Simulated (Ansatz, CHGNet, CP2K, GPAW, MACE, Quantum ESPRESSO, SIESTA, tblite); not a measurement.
## SIESTA runs on random packing of P38S62 (at. %) (64 atoms)

Wanted: SIESTA inputs and outputs for random packing of P38S62 (at. %) (64 atoms), checked against a plane-wave reference.

Main program and level: SIESTA 5.4.2; the method is named at each step.

### 1. Set-up

The cell holds 64 atoms: 24 P and 40 S. Cell: a = 11.721 Å, b = 11.721 Å, c = 11.721 Å, α = 90.0°, β = 90.0°, γ = 90.0°. 64 atoms (24 P, 40 S) packed at random in a cube at 2.09 g/cm³ and pushed apart as soft spheres; a start for melting by ab initio MD, not an equilibrated structure. Then every atom was moved at random, 0.02 Å r.m.s. a Cartesian component.

The yardstick, on the same geometry:

```
method                 : Kohn-Sham DFT, PBE, SSSP efficiency 1.3.0 pseudopotentials, plane waves (Quantum ESPRESSO 7.5); sssp-pbe-1.3.0-efficiency, cutoffs 45/360 Ry, Γ point
r.m.s. force component : 0.9503 eV/Å
longest force          : 3.185 eV/Å
pressure               : -8.767 GPa
time                   : 3.9 min on 4 MPI ranks of Arm Neoverse V2, shared host
CPU time               : 16 min
```

### 2. PBE, DZP, shift 0.01 Ry, mesh 300 Ry

Method: Kohn-Sham DFT, PBE, PseudoDojo 0.4.1 norm-conserving pseudopotentials (converted to PSML), numerical atomic orbitals (DZP), diagonalisation.

The .psml files are PseudoDojo norm-conserving potentials that we converted to this format, checked against plane waves on the same files for H, C, O, Si, Ge and Ca alone.

input.fdf

```
SystemLabel cell
NumberOfAtoms 64
NumberOfSpecies 2
%block ChemicalSpeciesLabel
  1 15 P
  2 16 S
%endblock ChemicalSpeciesLabel
LatticeConstant 1.0 Ang
%block LatticeVectors
  11.72110 0.00000 0.00000
  0.00000 11.72110 0.00000
  0.00000 0.00000 11.72110
%endblock LatticeVectors
PAO.BasisSize DZP
PAO.EnergyShift 0.01 Ry
XC.Functional GGA
XC.Authors PBE
MeshCutoff 300 Ry
%block kgrid_Monkhorst_Pack
  1 0 0 0.0
  0 1 0 0.0
  0 0 1 0.0
%endblock kgrid_Monkhorst_Pack
SolutionMethod diagon
OccupationFunction FD
ElectronicTemperature 580 K
SCF.Mixer.Method Pulay
SCF.Mixer.Weight 0.15
SCF.Mixer.History 8
SCF.Mix Hamiltonian
MaxSCFIterations 300
SCF.DM.Tolerance 1e-04
SCF.H.Tolerance 1.0e-3 eV
WriteForces T
Write.HirshfeldPop T
Write.VoronoiPop T
Write.DM F
Write.H F
XML.Write F
AtomicCoordinatesFormat Fractional
%block AtomicCoordinatesAndAtomicSpecies
  0.76292 0.75897 0.44343 1
  0.33098 0.20427 0.32643 1
  0.00052 0.14374 0.75804 1
  0.07822 0.42112 0.96907 1
  0.70302 0.54932 0.97980 1
  0.46399 0.56316 0.21088 1
  0.75159 0.68446 0.24259 1
  0.62815 0.20172 0.98840 1
  0.99403 0.20937 0.99870 1
  0.84546 0.56757 0.76567 1
  0.52430 0.01849 0.39902 1
  0.93441 0.90350 0.41401 1
  0.33171 0.46410 0.83760 1
  0.63551 0.94042 0.97090 1
  0.68098 0.32895 0.15976 1
  0.81944 0.92836 0.24621 1
  0.40157 0.85255 0.50057 1
  0.16019 0.16294 0.61158 1
  0.50659 0.75167 0.93296 1
  0.33947 0.92567 0.76582 1
  0.21651 0.74677 0.44435 1
  0.21506 0.35818 0.52576 1
  0.12582 0.50598 0.21002 1
  0.17744 0.97038 0.36564 1
  0.63855 0.18597 0.51129 2
  0.50925 0.54313 0.90007 2
  0.15002 0.42264 0.71585 2
  0.65210 0.62749 0.57877 2
  0.00687 0.28554 0.28868 2
  0.38359 0.01173 0.17343 2
  0.90249 0.96426 0.84376 2
  0.14650 0.19145 0.15534 2
  0.51724 0.75715 0.22048 2
  0.41131 0.20874 0.53448 2
  0.98915 0.92751 0.61102 2
  0.97615 0.62586 0.45022 2
  0.65069 0.39905 0.74511 2
  0.24514 0.65203 0.72619 2
  0.83843 0.38102 0.63932 2
  0.51806 0.04865 0.60334 2
  0.29154 0.39800 0.04748 2
  0.75090 0.76513 0.67928 2
  0.68967 0.93889 0.49730 2
  0.95770 0.23773 0.54025 2
  0.05687 0.71080 0.85064 2
  0.29889 0.81421 0.27287 2
  0.17578 0.92604 0.95534 2
  0.86579 0.32898 0.85636 2
  0.79640 0.06586 0.07816 2
  0.55678 0.89336 0.76334 2
  0.29982 0.43719 0.29519 2
  0.37970 0.54206 0.62294 2
  0.15740 0.96363 0.15771 2
  0.65932 0.08961 0.78365 2
  0.48459 0.32033 0.06762 2
  0.18829 0.61694 0.99999 2
[... 4 atom lines left out ...]
  0.47253 0.05339 0.89890 2
  0.85729 0.09384 0.38909 2
  0.47114 0.40655 0.49593 2
  0.90543 0.65851 0.01675 2
%endblock AtomicCoordinatesAndAtomicSpecies
```

Command:

```
OMP_NUM_THREADS=1 siesta < input.fdf > output.txt
```

What it wrote:

```text
Version         : 5.4.2
reinit: System Name:
reinit: System Label: cell
initatom: Reading input for the pseudopotentials and atomic orbitals ----------
Species number:   1 Atomic number:   15 Label: P
Species number:   2 Atomic number:   16 Label: S
Ground state valence configuration (from tables):   3s02  3p03  3d00  4f00
Ground state valence configuration (from tables):   3s02  3p04  3d00  4f00
---- Processing specs for species: P
GGA--PBE XC_GGA_X_PBE--XC_GGA_C_PBE pb
---- Processing specs for species: S
GGA--PBE XC_GGA_X_PBE--XC_GGA_C_PBE pb
P pseudopotential only contains V_ls up to l=2 -- lmxkb reset.
S pseudopotential only contains V_ls up to l=2 -- lmxkb reset.
Using PAO.SplitTailNorm
%block ChemicalSpeciesLabel
    1   15 P                       # Species index, atomic number, species label
    2   16 S                       # Species index, atomic number, species label
%endblock ChemicalSpeciesLabel
%block PAO.Basis                 # Define Basis set
P                     2                    # Species label, number of l-shells
 n=3   0   2                         # n, l, Nzeta
   4.859      3.414
   1.000      1.000
 n=3   1   2 P   1                   # n, l, Nzeta, Polarization, NzetaPol
   6.081      4.321
   1.000      1.000
S                     2                    # Species label, number of l-shells
 n=3   0   2                         # n, l, Nzeta
   4.449      3.085
   1.000      1.000
 n=3   1   2 P   1                   # n, l, Nzeta, Polarization, NzetaPol
   5.501      3.851
   1.000      1.000
%endblock PAO.Basis
coor:   Atomic-coordinates input format  =     Fractional
siesta: System type = bulk
initatomlists: Number of atoms, orbitals, and projectors:     64   832  1152
siesta: ******************** Simulation parameters ****************************
Total number of electrons:   360.000000
Total ionic charge:   360.000000
 Kpoints in:            1 . Kpoints trimmed:            1
siesta: k-grid: Number of k-points = 1
siesta: k-points from Monkhorst-Pack grid
siesta: k-cutoff (effective) =     5.861 Ang
siesta: k-point supercell and displacements
siesta: k-grid:     1     0     0      0.000
siesta: k-grid:     0     1     0      0.000
siesta: k-grid:     0     0     1      0.000
                     ====================================
                        Single-point calculation
                     ====================================
outcell: Unit cell vectors (Ang):
       11.721100    0.000000    0.000000
        0.000000   11.721100    0.000000
        0.000000    0.000000   11.721100
outcell: Cell vector modules (Ang)   :   11.721100   11.721100   11.721100
outcell: Cell angles (23,13,12) (deg):     90.0000     90.0000     90.0000
outcell: Cell volume (Ang**3)        :   1610.2938
Gamma-point calculation with multiply-connected orbital pairs
Gamma-point calculation with multiply-connected orbital pairs
Folding of H and S implicitly performed
Folding of H and S implicitly performed
new_DM -- step:     1
Initializing Density Matrix...
Attempting to read DM from file... Failed...
DM filled with atomic data:
InitMesh: MESH = 128 x 128 x 128 = 2097152
InitMesh: Mesh cutoff (required, used) =   300.000   329.598 Ry
stepf: Fermi-Dirac step function
        iscf     Eharris(eV)        E_KS(eV)     FreeEng(eV)     dDmax    Ef(eV) dHmax(eV)
   scf:    1   -16411.482745   -16412.058630   -16412.410264  0.737871 -4.101922 11.836896
   scf:    2   -16185.671178   -16384.988624   -16385.419104  0.874914 -4.131486 17.457703
   scf:    3   -16414.575274   -16447.347520   -16447.744981  0.517230 -4.173372  5.180945
   scf:    4   -16449.944444   -16452.288893   -16452.678589  0.154994 -4.224629  2.094334
   scf:    5   -16451.839286   -16453.043476   -16453.456244  0.123217 -4.258759  2.058841
   scf:    6   -16453.491498   -16453.654706   -16454.068153  0.079745 -4.306750  1.322349
[...]
scf:   22   -16454.058468   -16454.058455   -16454.489007  0.000110 -4.489697  0.001996
   scf:   23   -16454.058471   -16454.058464   -16454.489010  0.000125 -4.489707  0.001163
   scf:   24   -16454.058494   -16454.058479   -16454.489010  0.000094 -4.489716  0.000959
SCF Convergence by DM+H criterion
max |DM_out - DM_in|         :     0.0000939766
max |H_out - H_in|      (eV) :     0.0009592260
SCF cycle converged after 24 iterations
Using DM_out to compute the final energy and forces
siesta: E_KS(eV) =           -16454.0585
siesta: E_KS - E_eggbox =    -16454.0585
siesta: Atomic forces (eV/Ang):
     1   -0.157193   -0.575861    0.113135
     2   -0.010574   -0.701451   -0.482562
     3   -0.842690   -0.573525    0.466663
     4    0.311782   -0.035437    1.041388
     5    0.707426    0.424873   -0.474034
     6    0.626203    1.412188   -0.004831
[...]
62    0.697935   -1.359860   -0.851590
    63   -0.416067    0.036998    0.771660
    64   -0.221914    0.239041   -0.488597
----------------------------------------
   Tot   -0.004532   -0.005037    0.011180
----------------------------------------
   Max    2.924291
   Res    0.864240    sqrt( Sum f_i^2 / 3N )
----------------------------------------
   Max    2.924291    constrained
Stress tensor Voigt[x,y,z,yz,xz,xy] (kbar):       86.29      101.86      102.95        0.56        4.64       14.37
(Free)E + p*V (eV/cell)   -16552.0144
Target enthalpy (eV/cell)   -16454.4890
siesta: Program's energy decomposition (eV):
siesta: Ebs     =     -3666.853240
siesta: Eions   =     30293.577607
siesta: Ena     =     10286.798194
siesta: Ekin    =      5594.499266
siesta: Enl     =      2287.721017
siesta: DEna    =       305.798956
siesta: DUscf   =         9.077962
siesta: Ex      =     -4202.453788
siesta: Ec      =      -441.922479
siesta: Exc     =     -4644.376267
siesta: Eharris =    -16454.058494
siesta: Etot    =    -16454.058479
siesta: FreeEng =    -16454.489010
siesta: Final energy (eV):
siesta:  Band Struct. =   -3666.853240
siesta:       Kinetic =    5594.499266
siesta:       Hartree =    2620.152237
siesta:         Exch. =   -4202.453788
siesta:         Corr. =    -441.922479
siesta:   Exch.-corr. =   -4644.376267
siesta:  Ion-electron =   -9938.113073
siesta:       Ion-ion =  -10086.220641
siesta:         Total =  -16454.058479
siesta:         Fermi =      -4.489716
siesta: Stress tensor (static) (eV/Ang**3):
siesta:     0.053858    0.008966    0.002899
siesta:     0.008966    0.063577    0.000351
siesta:     0.002899    0.000351    0.064256
siesta: Cell volume =       1610.293773 Ang**3
siesta: Pressure (static):
siesta:                Solid            Molecule  Units
siesta:          -0.00065962         -0.00074664  Ry/Bohr**3
siesta:          -0.06056372         -0.06855349  eV/Ang**3
siesta:         -97.03378423       -109.83480057  kBar
    Orbital volume contribution        =          28.466745 eV
    (Free)E + p_basis*V_orbitals       =      -16426.022265 eV
    (Free)Eharris+ p_basis*V_orbitals  =      -16426.022280 eV
Hirshfeld Atomic Populations:
Atom #   charge [q] valence [e]  Species
     1     0.073670    4.926330  P
     2     0.049255    4.950745  P
     3     0.096420    4.903580  P
     4     0.051059    4.948941  P
     5     0.070755    4.929245  P
     6     0.034891    4.965109  P
[...]
25    -0.056376    6.056376  S
    26    -0.040774    6.040774  S
    27    -0.073355    6.073355  S
    28    -0.036375    6.036375  S
    29    -0.090759    6.090759  S
    30    -0.130821    6.130821  S
[...]
--------------------
 Total    -0.000021
Voronoi Atomic Populations:
Atom #   charge [q] valence [e]  Species
[...]
22     0.114642    4.885358  P
    23     0.122230    4.877770  P
    24     0.059296    4.940704  P
[...]
62    -0.044955    6.044955  S
    63    -0.068336    6.068336  S
    64    -0.128221    6.128221  S
--------------------
 Total    -0.000020
```

Elapsed: 2.6 min, on 1 thread of Arm Neoverse V2, shared host; peak memory 0.92 GiB.

Banners, paths, timers and routine set-up lines are dropped from the logs unmarked, and long logs keep their key lines alone; longer cuts are marked.

Against the reference:

* r.m.s. force component: 0.8642 eV/Å
* r.m.s. difference of force components: 151.2 meV/Å
* longest difference of force vectors: 578.6 meV/Å
* force difference over r.m.s. force: 15.92 %
* slope of forces against the reference's: 0.9009
* correlation of force components: 0.9906
* pressure: -9.703 GPa
* pressure difference: -0.9361 GPa

Length of the force difference by element (eV/Å):

```
element  atoms  mean  most
      P     24  0.22  0.56
      S     40  0.24  0.58
```

The surroundings of S55, which bears the longest force, nearest first, numbered as they follow in the input and with coordinates relative to it.

```csv
atom,x,y,z,distance (Å),Hirshfeld charge (e),Fx,Fy,Fz (eV/Å)
S55,0.00,0.00,0.00,0.00,-0.06,2.92,-0.79,0.54
P8,1.68,-1.39,-0.93,2.37,0.08,-0.25,0.71,1.23
S41,-2.26,0.91,-0.24,2.45,0.03,-1.26,-0.73,-1.64
P15,2.30,0.10,1.08,2.54,0.05,-0.86,0.64,-1.60
S59,-1.84,-0.56,-2.02,2.79,-0.05,-0.07,0.93,0.39
S26,0.29,2.61,-1.96,3.28,-0.04,1.13,1.48,0.58
P6,-0.24,2.85,1.68,3.31,0.03,0.63,1.41,0.00
P13,-1.79,1.69,-2.70,3.65,0.13,-0.86,-0.59,-0.95
S51,-2.17,1.37,2.67,3.70,-0.01,0.12,0.02,-0.99
S61,-0.14,-3.13,-1.98,3.70,0.02,-0.03,-0.03,1.00
P2,-1.80,-1.36,3.03,3.78,0.05,-0.01,-0.70,-0.48
P5,2.56,2.68,-1.03,3.85,0.07,0.71,0.42,-0.47
```

Forces lie 16 % from the reference's, at 0.17 times its CPU time (on 1 against 4 cores).

### 3. PBE, SZP, shift 0.01 Ry, mesh 300 Ry

Method: Kohn-Sham DFT, PBE, PseudoDojo 0.4.1 norm-conserving pseudopotentials (converted to PSML), numerical atomic orbitals (SZP), diagonalisation.

Edit input.fdf of step 2 so:

```diff
@@ -13,3 +13,3 @@
 %endblock LatticeVectors
-PAO.BasisSize DZP
+PAO.BasisSize SZP
 PAO.EnergyShift 0.01 Ry
```

What it wrote:

```text
Version         : 5.4.2
reinit: System Name:
reinit: System Label: cell
initatom: Reading input for the pseudopotentials and atomic orbitals ----------
Species number:   1 Atomic number:   15 Label: P
Species number:   2 Atomic number:   16 Label: S
Ground state valence configuration (from tables):   3s02  3p03  3d00  4f00
Ground state valence configuration (from tables):   3s02  3p04  3d00  4f00
---- Processing specs for species: P
GGA--PBE XC_GGA_X_PBE--XC_GGA_C_PBE pb
---- Processing specs for species: S
GGA--PBE XC_GGA_X_PBE--XC_GGA_C_PBE pb
P pseudopotential only contains V_ls up to l=2 -- lmxkb reset.
S pseudopotential only contains V_ls up to l=2 -- lmxkb reset.
Using PAO.SplitTailNorm
%block ChemicalSpeciesLabel
[... lines left out ...]
Total number of electrons:   360.000000
[... lines left out ...]
stepf: Fermi-Dirac step function
        iscf     Eharris(eV)        E_KS(eV)     FreeEng(eV)     dDmax    Ef(eV) dHmax(eV)
[... lines left out ...]
SCF Convergence by DM+H criterion
[... lines left out ...]
SCF cycle converged after 26 iterations
[... lines left out ...]
   Max    2.697089
[... lines left out ...]
   Max    2.697089    constrained
Stress tensor Voigt[x,y,z,yz,xz,xy] (kbar):       79.55       92.34       93.67        0.65        3.40       14.92
[... lines left out ...]
siesta: DEna    =       335.977573
siesta: DUscf   =        10.586113
siesta: Ex      =     -4199.536683
siesta: Ec      =      -442.645944
siesta: Exc     =     -4642.182627
siesta: Eharris =    -16444.482659
siesta: Etot    =    -16444.482662
siesta: FreeEng =    -16444.923127
siesta: Final energy (eV):
siesta:  Band Struct. =   -3657.928225
siesta:       Kinetic =    5566.858563
siesta:       Hartree =    2618.982808
siesta:         Exch. =   -4199.536683
siesta:         Corr. =    -442.645944
siesta:   Exch.-corr. =   -4642.182627
siesta:  Ion-electron =   -9901.920765
siesta:       Ion-ion =  -10086.220641
siesta:         Total =  -16444.482662
siesta:         Fermi =      -4.460940
siesta: Stress tensor (static) (eV/Ang**3):
siesta:     0.049652    0.009310    0.002119
siesta:     0.009310    0.057636    0.000407
siesta:     0.002119    0.000407    0.058463
siesta: Cell volume =       1610.293773 Ang**3
siesta: Pressure (static):
siesta:                Solid            Molecule  Units
siesta:          -0.00060175         -0.00070504  Ry/Bohr**3
siesta:          -0.05525011         -0.06473370  eV/Ang**3
siesta:         -88.52044095       -103.71481365  kBar
    Orbital volume contribution        =          23.546628 eV
    (Free)E + p_basis*V_orbitals       =      -16421.376499 eV
    (Free)Eharris+ p_basis*V_orbitals  =      -16421.376496 eV
Hirshfeld Atomic Populations:
Atom #   charge [q] valence [e]  Species
     1     0.067262    4.932738  P
     2     0.051296    4.948704  P
     3     0.086522    4.913478  P
[...]
25    -0.046788    6.046788  S
    26    -0.056599    6.056599  S
    27    -0.068399    6.068399  S
[...]
--------------------
 Total    -0.000016
Voronoi Atomic Populations:
Atom #   charge [q] valence [e]  Species
[...]
23     0.121685    4.878315  P
    24     0.065567    4.934433  P
[...]
63    -0.059712    6.059712  S
    64    -0.116161    6.116161  S
--------------------
 Total    -0.000016
```

It took 2.3 min on 1 thread; peak memory 0.83 GiB.

Numbers from this run, and their distance from the reference:

* r.m.s. force component: 0.7718 eV/Å
* r.m.s. difference of force components: 369.5 meV/Å
* longest difference of force vectors: 1275 meV/Å
* force difference over r.m.s. force: 38.88 %
* slope of forces against the reference's: 0.7543
* correlation of force components: 0.9286
* pressure: -8.852 GPa
* pressure difference: -0.0848 GPa

This is a coarse setting, run to see what it loses.

Against the first run (16 %), the force difference from the reference is 39 %, at 0.89 times the CPU time, with 576 basis functions against 832: the smaller basis costs accuracy.

[end of part 1 of 2]

[Also dropped from logs without a mark: logging warnings of Python, and SIESTA's first energy breakdown and zero terms.]

[Logs are printed without paths, hosts, clocks, repeated set-up lines and the standing remarks that a program may print on its own settings, such as how far it seeks lower states.]

[Hosts, paths, dates, database ids (printed as entryN), source tags and the programs' standing remarks are cut or masked in the printed files.]
